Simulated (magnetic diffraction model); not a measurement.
## NaNd3SiS7: what an assumed order does to the neutron pattern

Space group P6_3 (no. 173), a = 10.4820 Å, c = 5.9940 Å.

| site | atom | x | y | z |
| --- | --- | --- | --- | --- |
| 6c | Nd | 0.6464 | 0.7753 | 0.7474 |
| 6c | S | 0.1105 | 0.5815 | 0.4712 |
| 6c | S | 0.8370 | 0.0916 | 0.7245 |
| 2b | S | 1/3 | 2/3 | 0.9581 |
| 2b | Si | 2/3 | 1/3 | 0.8198 |
| 2a | Na | 0 | 0 | 0.6995 |

The compound is invented for this exercise: a known structure type with other elements, its cell scaled to their sizes and not relaxed.

Only Nd is taken to order (form factors of Nd3+); orders and moment sizes are assumed, and not adapted to the symmetry. Radiation: neutrons of λ = 4.2 Å, 5° to 75°; isotropic B of 0.21 Å² (Nd), 0.35 Å² (S), 0.3 Å² (Si) and 0.43 Å² (Na). Simulated constant-wavelength pattern: nuclear and magnetic terms add, the magnetic one as |2.695 fm × Σ f S⊥ exp(2πi Q·r) exp(−B s²)|², summed over all Q at one angle with the factor 1/(sin²θ cos θ). For collinear order S is the moment m, which repeats by lattice and centring translations R with the sign exp(−2πi k·R). Free-ion form factors, Sears's scattering lengths of 1992, no absorption; a label names one of the reflections at its angle. The strongest nuclear line in the range is 100, and lines under 0.2 are left out.

Assume the order k = (0 0 0), collinear moments along [001], 2.4 μB on Nd; signs + at (0.6464, 0.7753, 0.7474), − at (0.2247, 0.8711, 0.7474), + at (0.1289, 0.3536, 0.7474), + at (0.3536, 0.2247, 0.2474), − at (0.7753, 0.1289, 0.2474), + at (0.8711, 0.6464, 0.2474).

Q: Where does magnetic intensity appear, and how strong is it?

| 2θ (°) | index | nuclear | magnetic |
| --- | --- | --- | --- |
| 26.75 | (1 0 0) | 8.5 | 55.2 |
| 47.24 | (1 1 0) | 0.3 | 48.0 |
| 49.65 | (1 0 1) | 11.1 | 23.7 |
| 55.12 | (2 0 0) | 20.2 | 9.7 |
| 64.32 | (1 1 1) | 25.8 | 3.4 |
| 70.95 | (2 0 1) | 100.0 | 10.4 |

The strongest magnetic line in the range is (1 0 0) at 26.75° (55.2). On top of the Lorentz factor, which all lines share, magnetic lines fade with angle because f falls: for Nd3+ it is 0.98, 0.90, 0.79 and 0.54 at sin θ/λ = 0.1, 0.2, 0.3 and 0.5 Å⁻¹, while nuclear lengths stay constant. The net moment is 4.80 μB a primitive cell.
